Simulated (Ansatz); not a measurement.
# Converging the field response of a MgO (001) film, part 3 of 3

Aim: a convergence study of the equivalent conductor thickness of a MgO (001) film, with the cost of each setting.

Ansatz 0.2.0; plane-wave DFT, PBE, Ansatz PAW (the session's first sound run).

So far, equivalent conductor thickness p/(ε₀AE) (Å): step 2 (single point, setting first choice, PBE) 8.34; step 17 (run, box 26.4 Å (run 9), PBE) 8.34; step 18 (run, box 26.4 Å (run 10), PBE) 8.35; step 19 (LDA) 8.33; step 20 (r2SCAN) 8.08.

### 21. Single point, box 26.4 Å (run 5)

This step: plane-wave DFT, PBE, norm-conserving (Ansatz 0.2.0).

input.yaml

```yaml
crystal:
  lattice:
    - [2.97691955, 0.0, 0.0]
    - [0.0, 2.97691955, 0.0]
    - [0.0, 0.0, 26.42]
  atoms:
    - { symbol: Mg, position: [0.5, 0.5, 0.340651022] }
    - { symbol: O, position: [0.0, 0.0, 0.340651022] }
    - { symbol: Mg, position: [0.0, 0.0, 0.420325511] }
    - { symbol: O, position: [0.5, 0.5, 0.420325511] }
    - { symbol: Mg, position: [0.5, 0.5, 0.5] }
    - { symbol: O, position: [0.0, 0.0, 0.5] }
    - { symbol: Mg, position: [0.0, 0.0, 0.579674489] }
    - { symbol: O, position: [0.5, 0.5, 0.579674489] }
    - { symbol: Mg, position: [0.5, 0.5, 0.659348978] }
    - { symbol: O, position: [0.0, 0.0, 0.659348978] }
kpoints:
  mp_grid: { grid: [10, 10, 1] }
hamiltonian:
  xc: pbe
  pseudopotentials: { kind: nc }
scf:
  occupations: { method: fixed }
  convergence: { dr2_threshold: 1.0e-10 }
efield:
  axis: 3
  dipole_correction: true
  ramp_position: 0.97
  ramp_width: 0.06
  amplitude: 0.1
output:
  write_potential: true
  write_density: true
  volumetric_format: npy
```

Started as:

```bash
$ ansatz run input.yaml --threads 2 --pin off --max-ram 3072MiB --backend cpu --events-out ev --progress --plain --runs-dir out
```

Numbers of over 12 decimals in the logs are rounded to 6 here.

The log of the run:

```text
[...]
Crystal: 10 atoms, lattice volume = 234.135 Å³
Basis set: ecut = 1240 eV, 23191 PW (Γ)
Bands: 50, of which v1, the nominal top of the filled ones, is band 40 counted from 1 (39 counted from 0)
Symmetry: 8 space group operations
k-points: 21 of 100
[...]
k-point 0: bands = [... 36 lower, 0.0891, 0.0891, 0.3353, 0.3353, 3.5084, 3.9623, 4.8892, 5.8052, ... 6 higher]
  k-point 1: bands = [... 36 lower, -0.0237, 0.0784, 0.1970, 0.3138, 3.7227, 4.1817, 5.0840, 6.0363, ... 6 higher]
  k-point 2: bands = [... 36 lower, -0.1131, 0.0443, 0.1038, 0.2519, 4.2336, 4.7091, 5.6212, 6.5860, ... 6 higher]
  k-point 20: bands = [... 36 lower, -1.1643, -1.0813, -0.5330, -0.2812, 8.5110, 8.8339, 9.7851, 9.7851, ... 6 higher]
[key lines of the parts left out:]
SCF converged after 13 iterations
Free energy (F): -10415.984189 eV
Fermi energy:    0.335345 eV
Dipole field:    D = 0.031569 V/Å  (p = 0.040848 e·Å, saw-weighted, corrected)
```

The job ended after 95 s (2 threads of Arm Neoverse V1, shared host; peak memory 1.6 GiB; 3.1 min of CPU time).

The dipole corresponds to a conductor 8.341 Å thick, -0.05 % from the first choice, at 5.3 times its CPU time.

### 22. Single point, box 26.4 Å (run 6)

This step: plane-wave DFT, PBE, JTH PAW (Ansatz 0.2.0).

Edit input.yaml of step 21 so:

```diff
@@ -20,3 +20,3 @@
   xc: pbe
-  pseudopotentials: { kind: nc }
+  pseudopotentials: { kind: paw, source: jth }
 scf:
```

The log of the run:

```text
[...]
k-point 0: bands = [... 36 lower, 0.4688, 0.4688, 0.7178, 0.7178, 3.8740, 4.3296, 5.2574, 6.1759, ... 6 higher]
  k-point 1: bands = [... 36 lower, 0.3595, 0.4580, 0.5786, 0.6960, 4.0886, 4.5492, 5.4524, 6.4061, ... 6 higher]
  k-point 2: bands = [... 36 lower, 0.2673, 0.4236, 0.4865, 0.6331, 4.5994, 5.0766, 5.9898, 6.9553, ... 6 higher]
  k-point 20: bands = [... 36 lower, -0.7803, -0.6928, -0.1596, 0.0941, 8.8731, 9.1985, 10.1555, 10.1555, ... 6 higher]
[key lines of the parts left out:]
SCF converged after 13 iterations
Free energy (F): -12469.781417 eV
Fermi energy:    0.717845 eV
Dipole field:    D = 0.031514 V/Å  (p = 0.040776 e·Å, saw-weighted, corrected)
```

Wall time 1.9 min (2 threads); peak memory 2.1 GiB.

The dipole corresponds to a conductor 8.326 Å thick, -0.23 % from the first choice, at 6.2 times its CPU time.

### 23. Comparing the runs

Times are for 2 threads of Arm Neoverse V1, shared host. The series side by side:

```
no.                         setting  equivalent conductor thickness p/(ε₀AE) (Å)     time  memory (GiB)
  1                    first choice                                        8.345     18 s          0.52
  2                   cutoff 250 eV                                        8.395    9.5 s          0.37
  3                   cutoff 330 eV                                        8.347     15 s          0.44
  4                   cutoff 600 eV                                        8.345     30 s          0.74
  5                        mesh 1x1                                        10.09      1 s          0.29
  6                        mesh 2x2                                        8.755      2 s          0.39
  7                        mesh 5x5                                        8.345    5.8 s          0.41
  8                      mesh 20x20                                        8.345     58 s          0.93
  9                     vacuum 10 Å                                        8.333     14 s          0.43
 10                     vacuum 14 Å                                        8.346     17 s          0.47
 11                     vacuum 26 Å                                        8.344     23 s          0.62
 12                 field 0.005 V/Å                                        8.344     18 s          0.52
 13                  field 0.03 V/Å                                        8.344     18 s          0.52
 14                   field 0.3 V/Å                                        8.353     18 s          0.53
 15          SCF threshold 1e-04 eV                                        8.347     17 s          0.52
 16          SCF threshold 1e-06 eV                                        8.342     18 s          0.52
 17          SCF threshold 1e-08 eV                                        8.345     17 s          0.53
 18        LDA, Ansatz PAW (420 eV)                                        8.333     18 s          0.51
 19     r2SCAN, Ansatz PAW (500 eV)                                        8.079     46 s          0.93
 20  PBE, norm-conserving (1240 eV)                                        8.341     95 s           1.6
 21          PBE, JTH PAW (1380 eV)                                        8.326  1.9 min           2.1
```

### 24. Summary of results

```
equivalent conductor thickness, first choice                : 8.345 Å
equivalent conductor thickness, cutoff 600 eV               : 8.345 Å
equivalent conductor thickness, mesh 1x1                    : 10.09 Å
equivalent conductor thickness, mesh 2x2                    : 8.755 Å
equivalent conductor thickness, vacuum 26 Å                 : 8.344 Å
equivalent conductor thickness, LDA, Ansatz PAW (420 eV)    : 8.333 Å
equivalent conductor thickness, r2SCAN, Ansatz PAW (500 eV) : 8.079 Å
```

The first choice gives 8.34 Å. Numerical settings off by more than 1 % against it: mesh 1x1 (+20.9 %) and mesh 2x2 (+4.9 %). The cheapest single change that stays within 0.5 % is mesh 5x5, at 29 % of the CPU time. Functionals and files move it by -0.1 % (LDA, Ansatz PAW (420 eV)), -3.2 % (r2SCAN, Ansatz PAW (500 eV)), -0.1 % (PBE, norm-conserving (1240 eV)) and -0.2 % (PBE, JTH PAW (1380 eV)). The film is symmetric and its atoms are held, so the dipole is the electronic response to the field alone. Times of a few seconds on a shared host rank the settings only roughly. In 2 runs of the series (cutoff 250 eV and vacuum 10 Å) the program warns that electrons reach the sawtooth's ramp, which makes dipole and work function less sure.

[Logs are printed without paths, hosts, clocks, repeated set-up lines and the standing remarks that a program may print on its own settings, such as how far it seeks lower states.]

[Hosts, paths, dates, database ids (printed as entryN), source tags and the programs' standing remarks are cut or masked in the printed files.]

[Maps of the electrostatic potential energy from Ansatz leave out the sawtooth potential of an applied field or a dipole correction, so their vacuum need not be flat; planar profiles and work functions include it.]
